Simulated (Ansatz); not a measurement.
# Converging the field response of a KMgF3 (001), MgF2 faces film, part 3 of 3

Which settings does the induced dipole of a KMgF3 (001), MgF2 faces film need, and which can be cut?

Ansatz 0.2.0; plane-wave DFT, PBE, Ansatz PAW (the session's first sound run).

So far, equivalent conductor thickness p/(ε₀AE) (Å): step 2 (run, setting first choice, PBE) 5.65; step 16 (single point, box 26 Å (run 6), PBE) 5.66; step 17 (single point, box 26 Å (run 7), PBE) 5.65; step 18 (run, box 26 Å (run 6), PBE) 5.65; step 19 (LDA) 5.72.

## (20) Run, box 26 Å (run 8)

This step: plane-wave DFT, r2SCAN, Ansatz PAW (Ansatz 0.2.0).

Contents of input.yaml:

```yaml
crystal:
  lattice:
    - [3.99, 0.0, 0.0]
    - [0.0, 3.99, 0.0]
    - [0.0, 0.0, 25.98]
  atoms:
    - { symbol: Mg, position: [0.5, 0.5, 0.3464203233] }
    - { symbol: F, position: [0.0, 0.5, 0.3464203233] }
    - { symbol: F, position: [0.5, 0.0, 0.3464203233] }
    - { symbol: K, position: [0.0, 0.0, 0.4232101617] }
    - { symbol: F, position: [0.5, 0.5, 0.4232101617] }
    - { symbol: Mg, position: [0.5, 0.5, 0.5] }
    - { symbol: F, position: [0.0, 0.5, 0.5] }
    - { symbol: F, position: [0.5, 0.0, 0.5] }
    - { symbol: K, position: [0.0, 0.0, 0.5767898383] }
    - { symbol: F, position: [0.5, 0.5, 0.5767898383] }
    - { symbol: Mg, position: [0.5, 0.5, 0.6535796767] }
    - { symbol: F, position: [0.0, 0.5, 0.6535796767] }
    - { symbol: F, position: [0.5, 0.0, 0.6535796767] }
kpoints:
  mp_grid: { grid: [8, 8, 1] }
hamiltonian:
  xc: r2scan
scf:
  occupations: { method: fixed }
  convergence: { dr2_threshold: 1.0e-10 }
efield:
  axis: 3
  dipole_correction: true
  ramp_position: 0.97
  ramp_width: 0.06
  amplitude: 0.1
output:
  write_potential: true
  write_density: true
  volumetric_format: npy
```

Command:

```bash
$ ansatz run input.yaml --threads 4 --pin off --max-ram 6144MiB --backend cpu --events-out ev --progress --plain --runs-dir out
```

Numbers of over 12 decimals in the logs are rounded to 6 here.

The program printed:

```text
[...]
Crystal: 13 atoms, lattice volume = 413.604 Å³
Basis set: ecut = 500 eV, 10519 PW (Γ), exchange–correlation on 120×120×768 points (64 copies of the dense FFT grid, shifted against one another)
Bands: 65, of which v1, the nominal top of the filled ones, is band 52 counted from 1 (51 counted from 0)
Symmetry: 8 space group operations
k-points: 15 of 64
[...]
k-point 0: bands = [... 48 lower, -4.0770, -4.0770, -3.8131, -3.8131, 2.6084, 3.3126, 3.5197, 4.6849, ... 9 higher]
  k-point 1: bands = [... 48 lower, -4.1176, -4.0457, -3.8812, -3.8620, 2.7662, 3.4777, 3.6740, 4.8437, ... 9 higher]
  k-point 2: bands = [... 48 lower, -4.1600, -4.0062, -3.9891, -3.9281, 3.2163, 3.9394, 4.1260, 5.3022, ... 9 higher]
  k-point 14: bands = [... 48 lower, -3.7870, -3.7141, -3.6781, -3.3191, 5.8522, 6.4641, 7.4583, 7.4583, ... 9 higher]
[key lines of the parts left out:]
SCF converged after 12 iterations
Free energy (F): -15364.745539 eV
Fermi energy:    -3.319095 eV
Dipole field:    D = 0.020976 V/Å  (p = 0.047946 e·Å, saw-weighted, corrected)
```

The job ended after 28 s (4 threads of Intel Xeon Platinum 8259CL at 2.50GHz (Skylake/Cascade Lake), shared host; peak memory 1.8 GiB; 1.8 min of CPU time).

The dipole corresponds to a conductor 5.450 Å thick, -3.60 % from the first choice, at 2.3 times its CPU time.

## (21) Run, box 26 Å (run 9)

This step: plane-wave DFT, PBE, norm-conserving (Ansatz 0.2.0).

input.yaml: that of step 20 with these lines changed.

```diff
@@ -22,3 +22,4 @@
 hamiltonian:
-  xc: r2scan
+  xc: pbe
+  pseudopotentials: { kind: nc }
 scf:
```

The program printed:

```text
[...]
Crystal: 13 atoms, lattice volume = 413.604 Å³
Basis set: ecut = 1320 eV, 45085 PW (Γ)
Bands: 65, of which v1, the nominal top of the filled ones, is band 52 counted from 1 (51 counted from 0)
Symmetry: 8 space group operations
k-points: 15 of 64
[...]
k-point 0: bands = [... 48 lower, -3.5819, -3.5819, -3.3133, -3.3133, 2.2664, 2.9028, 3.5129, 4.5670, ... 9 higher]
  k-point 1: bands = [... 48 lower, -3.6223, -3.5435, -3.3828, -3.3623, 2.4269, 3.0702, 3.6676, 4.7419, ... 9 higher]
  k-point 2: bands = [... 48 lower, -3.6547, -3.5089, -3.4893, -3.4280, 2.8776, 3.5328, 4.1202, 5.2180, ... 9 higher]
  k-point 14: bands = [... 48 lower, -3.2882, -3.1968, -3.1782, -2.8146, 5.4207, 5.9909, 7.0365, 7.0365, ... 9 higher]
[key lines of the parts left out:]
SCF converged after 12 iterations
Free energy (F): -11875.581579 eV
Fermi energy:    -2.814628 eV
Dipole field:    D = 0.021765 V/Å  (p = 0.049748 e·Å, saw-weighted, corrected)
```

Run time: 65 s. Hardware: 4 threads; peak memory 4.1 GiB.

The dipole corresponds to a conductor 5.655 Å thick, +0.02 % from the first choice, at 5.5 times its CPU time.

## (22) Run, box 26 Å (run 10)

This step: plane-wave DFT, PBE, JTH PAW (Ansatz 0.2.0).

input.yaml: that of step 21 with these lines changed.

```diff
@@ -23,3 +23,3 @@
   xc: pbe
-  pseudopotentials: { kind: nc }
+  pseudopotentials: { kind: paw, source: jth }
 scf:
```

The program printed:

```text
[...]
k-point 0: bands = [... 48 lower, -3.4540, -3.4540, -3.1961, -3.1961, 2.3808, 3.0202, 3.6245, 4.6833, ... 9 higher]
  k-point 1: bands = [... 48 lower, -3.4944, -3.4212, -3.2655, -3.2450, 2.5412, 3.1875, 3.7792, 4.8569, ... 9 higher]
  k-point 2: bands = [... 48 lower, -3.5324, -3.3889, -3.3719, -3.3031, 2.9918, 3.6500, 4.2317, 5.3317, ... 9 higher]
  k-point 14: bands = [... 48 lower, -3.1628, -3.0845, -3.0526, -2.7008, 5.5337, 6.1074, 7.1542, 7.1542, ... 9 higher]
[key lines of the parts left out:]
SCF converged after 12 iterations
Free energy (F): -15333.409852 eV
Fermi energy:    -2.700822 eV
Dipole field:    D = 0.021668 V/Å  (p = 0.049528 e·Å, saw-weighted, corrected)
```

Wall time 78 s (4 threads); peak memory 4.7 GiB.

The dipole corresponds to a conductor 5.629 Å thick, -0.42 % from the first choice, at 6.7 times its CPU time.

## (23) Comparing the runs

Times are for 4 threads of Intel Xeon Platinum 8259CL at 2.50GHz (Skylake/Cascade Lake), shared host. The runs compared:

| no. | setting | equivalent conductor thickness p/(ε₀AE) (Å) | time | memory (GiB) |
| --- | --- | --- | --- | --- |
| 1 | first choice | 5.653 | 12 s | 1.1 |
| 2 | cutoff 250 eV | 5.622 | 5.5 s | 0.68 |
| 3 | cutoff 330 eV | 5.646 | 8.2 s | 0.85 |
| 4 | cutoff 600 eV | 5.655 | 19 s | 1.6 |
| 5 | mesh 1x1 | 6.092 | 1.3 s | 0.45 |
| 6 | mesh 2x2 | 5.660 | 2.1 s | 0.69 |
| 7 | mesh 4x4 | 5.653 | 4.9 s | 0.83 |
| 8 | mesh 16x16 | 5.653 | 37 s | 1.6 |
| 9 | vacuum 10 Å | 5.653 | 8.5 s | 0.84 |
| 10 | vacuum 14 Å | 5.654 | 10 s | 0.95 |
| 11 | vacuum 26 Å | 5.653 | 16 s | 1.3 |
| 12 | field 0.005 V/Å | 5.653 | 12 s | 1.1 |
| 13 | field 0.03 V/Å | 5.653 | 12 s | 1.1 |
| 14 | field 0.3 V/Å | 5.655 | 12 s | 1.1 |
| 15 | SCF threshold 1e-04 eV | 5.662 | 11 s | 1.0 |
| 16 | SCF threshold 1e-06 eV | 5.651 | 11 s | 1.1 |
| 17 | SCF threshold 1e-08 eV | 5.653 | 11 s | 1.1 |
| 18 | LDA, Ansatz PAW (420 eV) | 5.722 | 12 s | 1.1 |
| 19 | r2SCAN, Ansatz PAW (500 eV) | 5.450 | 28 s | 1.8 |
| 20 | PBE, norm-conserving (1320 eV) | 5.655 | 65 s | 4.1 |
| 21 | PBE, JTH PAW (1500 eV) | 5.629 | 78 s | 4.7 |

## (24) Summary of results

```
equivalent conductor thickness, first choice                : 5.653 Å
equivalent conductor thickness, cutoff 600 eV               : 5.655 Å
equivalent conductor thickness, mesh 1x1                    : 6.092 Å
equivalent conductor thickness, vacuum 26 Å                 : 5.653 Å
equivalent conductor thickness, LDA, Ansatz PAW (420 eV)    : 5.722 Å
equivalent conductor thickness, r2SCAN, Ansatz PAW (500 eV) : 5.450 Å
```

The first choice gives 5.65 Å. Numerical settings off by more than 1 % against it: mesh 1x1 (+7.8 %). The cheapest single change that stays within 0.5 % is mesh 2x2, at 16 % of the CPU time. Functionals and files move it by +1.2 % (LDA, Ansatz PAW (420 eV)), -3.6 % (r2SCAN, Ansatz PAW (500 eV)), under 0.1 % (PBE, norm-conserving (1320 eV)) and -0.4 % (PBE, JTH PAW (1500 eV)). The film is symmetric and its atoms are held, so the dipole is the electronic response to the field alone. Times of a few seconds on a shared host rank the settings only roughly. In 2 runs of the series (cutoff 250 eV and vacuum 10 Å) the program warns that electrons reach the sawtooth's ramp, which makes dipole and work function less sure.

[Logs are printed without paths, hosts, clocks, repeated set-up lines and the standing remarks that a program may print on its own settings, such as how far it seeks lower states.]

[Hosts, paths, dates, database ids (printed as entryN), source tags and the programs' standing remarks are cut or masked in the printed files.]

[Maps of the electrostatic potential energy from Ansatz leave out the sawtooth potential of an applied field or a dipole correction, so their vacuum need not be flat; planar profiles and work functions include it.]
